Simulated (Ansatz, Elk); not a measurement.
# Bonding as seen by X-rays: MgTlBr3

Structure refinements treat a crystal as free atoms side by side. For a made-up structure of MgTlBr3 (cell and positions from a PBE relaxation) the runs below show what the calculated density changes in F(hkl).

Program: Elk 11.2.3 (patched build). Level of theory: DFT, PBE, all-electron APW+lo, Dirac cores, scalar-relativistic bands, static density, no spin. Results are calculated unless marked as measured.

The structure was built from a prototype and need not be the compound's stable phase.

### 1. The starting structure

It takes space group Pm-3m (No. 221, cubic). The conventional cell has a = 5.348 Å, b = 5.348 Å, c = 5.348 Å, α = 90.00°, β = 90.00°, γ = 90.00°. Tl has 12 Br at 3.78 Å nearest. Nearest to Br lie 2 Mg at 2.67 Å. Nearest to Mg lie 6 Br at 2.67 Å. Farther neighbours and most contacts between anions are not listed.

### 2. Ground state and structure factors

An all-electron density is needed, since X-rays see the cores too. Task 0 finds the density and task 195 Fourier-transforms it; tshift is off so that phases refer to the origin typed.

elk.in reads:

```
tasks
  0
  195

xctype
  20

spinpol
  .false.

rgkmax
  7.0

gmaxvr
  14.0

lmaxo
  7

lmaxapw
  8

swidth
  0.002

tshift
  .false.

ramdisk
  .false.

hmaxvr
  5.5

maxscl
  120

epspot
  1e-06

sppath
  './'

avec
  10.10625531450 0.00000000000 0.00000000000
  0.00000000000 10.10625531450 0.00000000000
  0.00000000000 0.00000000000 10.10625531450

atoms
  3
  'Tl.in'
  1
  0.0000000000 0.0000000000 0.0000000000   0.000000 0.000000 0.000000
  'Br.in'
  3
  0.5000000000 0.5000000000 0.0000000000   0.000000 0.000000 0.000000
  0.5000000000 0.0000000000 0.5000000000   0.000000 0.000000 0.000000
  0.0000000000 0.5000000000 0.5000000000   0.000000 0.000000 0.000000
  'Mg.in'
  1
  0.5000000000 0.5000000000 0.5000000000   0.000000 0.000000 0.000000

ngridk
  4 4 4
```

The run is started by

```console
$ OMP_NUM_THREADS=4 elk
```

What it wrote:

```text
┌─────────────────────────┐
│ Elk code version 11.2.3 │
└─────────────────────────┘

All units are atomic (Hartree, Bohr, etc.)

┌─────────────────────────────────────────────────┐
│ Ground-state run starting from atomic densities │
└─────────────────────────────────────────────────┘

Lattice vectors :
   10.10625531       0.000000000       0.000000000
   0.000000000       10.10625531       0.000000000
   0.000000000       0.000000000       10.10625531

Reciprocal lattice vectors :
  0.6217125049       0.000000000       0.000000000
   0.000000000      0.6217125049       0.000000000
   0.000000000       0.000000000      0.6217125049

Unit cell volume      :    1032.216500
Brillouin zone volume :   0.2403083205

Muffin-tin inner radius fraction :   0.1000000000E-01

Nuclei treated as point charges

Species : 1 (Tl)
 parameters loaded from : Tl.in
 name : thallium
 nuclear charge    :   -81.00000000
 electronic charge :    81.00000000
 atomic mass :    372567.9643
 muffin-tin radius :    2.800000000
 number of radial points in muffin-tin :   1393
 inner part over the whole radius :   0.9893942913E-02
 number on inner part of muffin-tin    :   1000
 approximate nuclear radius :   0.1043008296E-03
 number of mesh points to nuclear radius :    525
 atomic positions (lattice), magnetic fields (Cartesian) :
  1 :   0.00000000  0.00000000  0.00000000    0.00000000  0.00000000  0.00000000

Species : 2 (Br)
 parameters loaded from : Br.in
 name : bromine
 nuclear charge    :   -35.00000000
 electronic charge :    35.00000000
 atomic mass :    145656.0816
 muffin-tin radius :    2.400000000
 number of radial points in muffin-tin :    993
 inner part over the whole radius :   0.9934012010E-02
 number on inner part of muffin-tin    :    703
 approximate nuclear radius :   0.7858070945E-04
 number of mesh points to nuclear radius :    344
 atomic positions (lattice), magnetic fields (Cartesian) :
  1 :   0.50000000  0.50000000  0.00000000    0.00000000  0.00000000  0.00000000
  2 :   0.50000000  0.00000000  0.50000000    0.00000000  0.00000000  0.00000000
  3 :   0.00000000  0.50000000  0.50000000    0.00000000  0.00000000  0.00000000

Species : 3 (Mg)
 parameters loaded from : Mg.in
 name : magnesium
 nuclear charge    :   -12.00000000
 electronic charge :    12.00000000
 atomic mass :    44305.30466
 muffin-tin radius :    2.200000000
 number of radial points in muffin-tin :    793
 inner part over the whole radius :   0.9941530515E-02
 number on inner part of muffin-tin    :    552
 approximate nuclear radius :   0.5710277704E-04
 number of mesh points to nuclear radius :    241
 atomic positions (lattice), magnetic fields (Cartesian) :
  1 :   0.50000000  0.50000000  0.50000000    0.00000000  0.00000000  0.00000000

Total number of atoms per unit cell :    5
Total muffin-tin volume :    310.2720680
 ratio of muffin-tin to unit cell volume :   0.3005881694

Spin treatment :
 spin-unpolarised

Number of Bravais lattice symmetries :   48
Number of crystal symmetries         :   48
Crystal has inversion symmetry
Real symmetric eigensolver will be used

k-point grid :      4     4     4
k-point offset :    0.000000000       0.000000000       0.000000000
k-point set is reduced with full crystal symmetry group
Total number of k-points :       10

Muffin-tin radius times maximum |G+k| :    7.000000000
 using average radius
Maximum |G+k| for APW functions       :    2.868852459
Maximum (1/2)|G+k|²                   :    4.115157216
Maximum |G| for potential and density :    14.00000000
Constant for pseudocharge density :   10
 order of it for each species :   17  17  17
 order of it for pair densities of each species (exact exchange by exxq0 0: 18) :   13   9   7
Radial integration step length :    1

G-vector grid sizes :     48    48    48
Number of G-vectors :    47937

Maximum angular momentum used for
 APW functions            :    8
 outer part of muffin-tin :    7
 inner part of muffin-tin :    2

Total nuclear charge    :   -198.0000000
[...]
exchange                    :     -664.78705521965
 correlation                 :     -10.555716983367
 electron entropic           :    -0.46844300129752E-11
 total energy                :     -28312.737997399

Density of states at Fermi energy :   0.5001576400E-07
 (states/Hartree/unit cell)

Estimated indirect band gap :   0.1153845025
 from k-point 6 to k-point 1
Estimated direct band gap   :   0.1358037827
 at k-point 1

Charges :
 core                        :    118.0000000
 valence                     :    80.00000000
 interstitial                :    7.612472415
 muffin-tins (core leakage)
  species : 1 (Tl)
   atom 1                    :    79.16851036     (  0.3720000910E-04)
  species : 2 (Br)
[...]
species : 3 (Mg)
[...]
total in muffin-tins        :    190.3875276
 total calculated charge     :    197.9996410
 total charge                :    198.0000000
 error                       :   0.3589766004E-03

RMS change in Kohn-Sham potential (target) :   0.3505089141     (  0.1000000000E-05)
Absolute change in total energy (target)   :    2.698173720     (  0.1000000000E-03)

[... loops 3 to 14 left out ...]

┌──────────────────┐
│ Loop number : 15 │
└──────────────────┘

Energies :
 Fermi                       :     0.85102531332657E-01
 sum of occupied eigenvalues :     -17187.855450581
 electron kinetic            :      31733.629644795
 core electron kinetic       :      30727.141280800
 Coulomb                     :     -59367.357014315
 Coulomb potential           :     -48039.885763805
 nuclear-nuclear             :     -2248.2157766514
 electron-nuclear            :     -66229.127989138
 Hartree                     :      9109.9867514743
 Madelung                    :     -35347.414132412
 xc potential                :     -881.59933157008
 exchange                    :     -664.77226438598
 correlation                 :     -10.557740598428
 electron entropic           :    -0.46271907372777E-11
 total energy                :     -28309.057374504

Density of states at Fermi energy :   0.5004709235E-07
 (states/Hartree/unit cell)

Estimated indirect band gap :   0.9963733428E-01
 from k-point 6 to k-point 1
Estimated direct band gap   :   0.1219422502
 at k-point 1

Charges :
 core                        :    118.0000000
 valence                     :    80.00000000
 interstitial                :    7.695408757
 muffin-tins (core leakage)
  species : 1 (Tl)
[...]
species : 2 (Br)
[...]
species : 3 (Mg)
[...]
total in muffin-tins        :    190.3045912
 total calculated charge     :    197.9996113
 total charge                :    198.0000000
 error                       :   0.3886723091E-03

RMS change in Kohn-Sham potential (target) :   0.3861327653E-07 (  0.1000000000E-05)
Absolute change in total energy (target)   :   0.6268475772E-04 (  0.1000000000E-03)

Convergence targets achieved

┌──────────────────┐
│ Loop number : 16 │
└──────────────────┘

Energies :
 Fermi                       :     0.85102519088852E-01
 sum of occupied eigenvalues :     -17187.855451640
 electron kinetic            :      31733.629644169
 core electron kinetic       :      30727.141280520
 Coulomb                     :     -59367.357014867
 Coulomb potential           :     -48039.885764429
 nuclear-nuclear             :     -2248.2157766514
 electron-nuclear            :     -66229.127989250
 Hartree                     :      9109.9867510339
 Madelung                    :     -35347.414132653
 xc potential                :     -881.59933138014
 exchange                    :     -664.77226434618
 correlation                 :     -10.557740605696
 electron entropic           :    -0.46271925783300E-11
 total energy                :     -28309.057375650

Density of states at Fermi energy :   0.5004709211E-07
 (states/Hartree/unit cell)

Estimated indirect band gap :   0.9963732757E-01
 from k-point 6 to k-point 1
Estimated direct band gap   :   0.1219422431
 at k-point 1

Charges :
 core                        :    118.0000000
 valence                     :    80.00000000
 interstitial                :    7.695408846
 muffin-tins (core leakage)
  species : 1 (Tl)
[...]
species : 2 (Br)
[...]
atom 2                    :    33.53176458     (  0.2294653338E-04)
   atom 3                    :    33.53176458     (  0.2294653338E-04)
  species : 3 (Mg)
   atom 1                    :    10.39958812     ( -0.9828258563E-07)
 total in muffin-tins        :    190.3045912
 total calculated charge     :    197.9996113
 total charge                :    198.0000000
 error                       :   0.3886722679E-03

┌──────────────────────────────┐
│ Self-consistent loop stopped │
└──────────────────────────────┘

Wrote STATE.OUT
```

Wall time 31 s (4 threads of Arm Neoverse V2, shared host); peak memory 0.26 GiB; 61 s of CPU time.

SFACRHO.OUT:

```text

h k l indices transformed by vhmat matrix:
   1.000000000       0.000000000       0.000000000    
   0.000000000       1.000000000       0.000000000    
   0.000000000       0.000000000       1.000000000    

      h      k      l  multipl.   |H|            Re(F)            Im(F)           |F|

      0      0      0      1   0.0000000       198.00000      0.12364085E-15   198.00000    
      0      0      1      6  0.62171250       33.697210      0.85453883E-14   33.697210    
      0     -1      1     12  0.87923426       52.815718      0.53045294E-14   52.815718    
     -1     -1     -1      8   1.0768376       151.59665      0.17413098E-13   151.59665    
      0      0     -2      6   1.2434250       163.96654      0.15124898E-13   163.96654    
     -1     -2      0     24   1.3901914       32.157239     -0.98148458E-14   32.157239    
     -2      1      1     24   1.5228784       48.306751     -0.38042992E-14   48.306751    
     -2      2      0     12   1.7584685       146.72706     -0.96294131E-14   146.72706    
     -2      1     -2     24   1.8651375       30.310849      0.24618643E-13   30.310849    
     -3      0      0      6   1.8651375       30.188786      0.78230214E-13   30.188786    
      0      3     -1     24   1.9660276       44.850529      0.11327757E-13   44.850529    
      3     -1      1     24   2.0619871       123.27330      0.38284070E-13   123.27330    
      2      2      2      8   2.1536753       135.38071     -0.39486419E-13   135.38071    
      0      3     -2     24   2.2416163       28.640625     -0.61933471E-13   28.640625    
     -3      1      2     48   2.3262352       41.911819      0.16910623E-13   41.911819    
      4      0      0      6   2.4868500       126.91743     -0.24346729E-13   126.91743    
     -1      0      4     24   2.5633863       27.315612     -0.28925227E-14   27.315612    
      2     -3     -2     24   2.5633863       27.392206      0.53158066E-13   27.392206
```

Elk indexes on the primitive cell of elk.in and gives |H| = 4π sin θ/λ in inverse bohr. Below, one row stands for each form hkl of the conventional cell (m members, Friedel mates merged), F is for one primitive cell and the density is static (no thermal factor). Free-atom factors are Waasmaier and Kirfel's, and R is Σm||F|−|F'||/Σm|F|.

```
hkl   m  sin θ/λ (Å⁻¹)  abs F, DFT  neutral atoms   diff.     ions   diff.
100   6          0.093      33.697         33.882  -0.185   34.005  -0.307
110  12          0.132      52.816         53.196  -0.380   52.537  +0.279
111   8          0.162     151.597        151.189  +0.408  151.420  +0.177
200   6          0.187     163.966        163.820  +0.146  163.730  +0.236
210  24          0.209      32.157         32.141  +0.016   32.162  -0.005
211  24          0.229      48.307         48.332  -0.025   48.453  -0.146
220  12          0.264     146.727        146.908  -0.181  146.825  -0.098
221  24          0.281      30.311         30.213  +0.098   30.154  +0.157
300   6          0.281      30.189         30.213  -0.024   30.154  +0.035
310  24          0.296      44.850         44.779  +0.071   44.859  -0.008
311  24          0.310     123.273        123.501  -0.228  123.276  -0.003
222   8          0.324     135.381        135.638  -0.257  135.535  -0.154
320  24          0.337      28.641         28.623  +0.018   28.564  +0.077
321  48          0.350      41.912         41.917  -0.005   41.940  -0.028
```

The ions are Mg2+, Tl+ and Br−, by formal charge.

### 3. The highest occupied states alone

An energy window below the Fermi level keeps the highest occupied states, to see at which angles they scatter; shallow core shells can lie inside it and anion s states outside. No new self-consistency is needed.

Changes to elk.in since step 2:

```diff
@@ -1,3 +1,2 @@
 tasks
-  0
   195
@@ -40,2 +39,5 @@
 
+wsfac
+  -0.282390 0.385100
+
 sppath
```

The run is started by

```console
$ OMP_NUM_THREADS=4 elk
```

What it wrote:

```text
┌─────────────────────────────────┐
│ Elk code version 11.2.3 started │
└─────────────────────────────────┘

Info(readinput): the functional depends on the density's gradient
 muffin-tin radial points multiplied by    2.00000
 (not where nrmtscf is given)

┌────────────────────┐
│ Current task : 195 │
└────────────────────┘

Info(sfacrho): density structure factors written to SFACRHO.OUT

 Energy window :  -0.2823900000      0.3851000000

┌──────────────────┐
│ Elk code stopped │
└──────────────────┘
```

The job ended after 17 s (4 threads; peak memory 0.16 GiB).

States within 10 eV below the Fermi level hold 20.00 electrons; any levels below the window count with the cores. Their amplitudes can exceed the total, where window and core parts have opposite phase:

```
hkl  sin θ/λ (Å⁻¹)  abs F, window  abs F, all
100          0.093          3.019      33.697
110          0.132          1.708      52.816
111          0.162          6.407     151.597
200          0.187          4.519     163.966
210          0.209          0.835      32.157
211          0.229          0.649      48.307
220          0.264          0.587     146.727
221          0.281          0.123      30.311
300          0.281          0.150      30.189
310          0.296          0.123      44.850
```

### 4. Another functional

The difference from free atoms is small, so it is set against the change that LDA (Perdew-Wang) makes.

Changes to elk.in since step 3:

```diff
@@ -1,2 +1,3 @@
 tasks
+  0
   195
@@ -4,3 +5,3 @@
 xctype
-  20
+  3
 
@@ -39,5 +40,2 @@
 
-wsfac
-  -0.282390 0.385100
-
 sppath
```

The run is started by

```console
$ OMP_NUM_THREADS=4 elk
```

What it wrote:

```text
┌─────────────────────────┐
│ Elk code version 11.2.3 │
└─────────────────────────┘

All units are atomic (Hartree, Bohr, etc.)

┌─────────────────────────────────────────────────┐
│ Ground-state run starting from atomic densities │
└─────────────────────────────────────────────────┘

Lattice vectors :
   10.10625531       0.000000000       0.000000000
   0.000000000       10.10625531       0.000000000
   0.000000000       0.000000000       10.10625531

Reciprocal lattice vectors :
  0.6217125049       0.000000000       0.000000000
[...]
interstitial                :    7.762715798
 muffin-tins (core leakage)
  species : 1 (Tl)
[...]
species : 2 (Br)
[...]
atom 3                    :    33.50567448     (  0.1713472304E-04)
  species : 3 (Mg)
   atom 1                    :    10.41388304     ( -0.1573064654E-05)
 total in muffin-tins        :    190.2372842
 total calculated charge     :    197.9996359
 total charge                :    198.0000000
 error                       :   0.3641073864E-03

┌──────────────────────────────┐
│ Self-consistent loop stopped │
└──────────────────────────────┘

Wrote STATE.OUT
[key lines of the parts left out:]
total energy                :     -28287.375652773
```

Wall time 19 s (4 threads); peak memory 0.21 GiB.

Against the first run R = 0.03 %; the largest change is -0.054 at 440.

### 5. Basis size

A smaller basis shows how fast F responds to it; the change is likely larger than the basis error of the first run, but doesn't show convergence.

Changes to elk.in since step 4:

```diff
@@ -5,3 +5,3 @@
 xctype
-  3
+  20
 
@@ -11,3 +11,3 @@
 rgkmax
-  7.0
+  5.5
```

The run is started by

```console
$ OMP_NUM_THREADS=4 elk
```

What it wrote:

```text
┌─────────────────────────┐
│ Elk code version 11.2.3 │
└─────────────────────────┘

All units are atomic (Hartree, Bohr, etc.)

┌─────────────────────────────────────────────────┐
│ Ground-state run starting from atomic densities │
└─────────────────────────────────────────────────┘

Lattice vectors :
   10.10625531       0.000000000       0.000000000
   0.000000000       10.10625531       0.000000000
   0.000000000       0.000000000       10.10625531

Reciprocal lattice vectors :
  0.6217125049       0.000000000       0.000000000
[...]
interstitial                :    7.839712438
 muffin-tins (core leakage)
  species : 1 (Tl)
[...]
species : 2 (Br)
[...]
atom 3                    :    33.49514481     (  0.2289799752E-04)
  species : 3 (Mg)
   atom 1                    :    10.39218722     ( -0.9828258474E-07)
 total in muffin-tins        :    190.1602876
 total calculated charge     :    197.9997038
 total charge                :    198.0000000
 error                       :   0.2962083800E-03

┌──────────────────────────────┐
│ Self-consistent loop stopped │
└──────────────────────────────┘

Wrote STATE.OUT
[key lines of the parts left out:]
total energy                :     -28308.970637526
```

The job ended after 28 s (4 threads; peak memory 0.25 GiB; 51 s of CPU time).

Against the first run R = 0.01 %; the largest change is +0.055 at 400.

### 6. Settings against the effect

```
              run  R against the first run (%)  R against neutral atoms, low angle (%)  wall time
    PBE, rgkmax 7                         0.00                                    0.20       31 s
LDA (Perdew-Wang)                         0.03                                    0.18       19 s
       rgkmax 5.5                         0.01                                    0.20       28 s
```

### 7. Summary of results

```
R against neutral atoms, sin θ/λ < 0.3 Å⁻¹ : 0.20 %
R against neutral atoms, 0.3 to 0.83 Å⁻¹   : 0.11 %
R against ions, below 0.3 Å⁻¹              : 0.20 %
```

Independent neutral atoms miss the calculated amplitudes by R = 0.20 % below 0.3 Å⁻¹ and 0.11 % from there to 0.83 Å⁻¹; by shells, 0.68 % below 0.15 Å⁻¹ (2 forms), 0.15 % 0.15 to 0.3 (8 forms), 0.12 % 0.3 to 0.45 (13 forms), 0.11 % above 0.45 (81 forms). Bonding, aspherical density and the tables' own atoms all enter these figures, and the runs don't part them. The largest change of an amplitude is +0.41 electrons, at 111. Formal ions give R = 0.20 % at low angle, no better and no worse than neutral atoms. The window's part falls from 20.0 electrons at the origin to at most 0.35 between 0.45 and 0.83 Å⁻¹. Below 0.3 Å⁻¹ the changes that finished (LDA (Perdew-Wang) and rgkmax 5.5) move F by R = 0.03 % at most, against the 0.20 % that separates it from free atoms. The k-mesh has no finished test. Spin-orbit coupling is left out, which can matter for elements this heavy. Part of the difference isn't bonding: the tables are fits to free atoms and ions calculated by other methods than this functional. Thermal motion, anomalous dispersion and extinction are left out.

[Logs are printed without paths, hosts, clocks, repeated set-up lines and the standing remarks that a program may print on its own settings, such as how far it seeks lower states.]

[Hosts, paths, dates, database ids (printed as entryN), source tags and the programs' standing remarks are cut or masked in the printed files.]
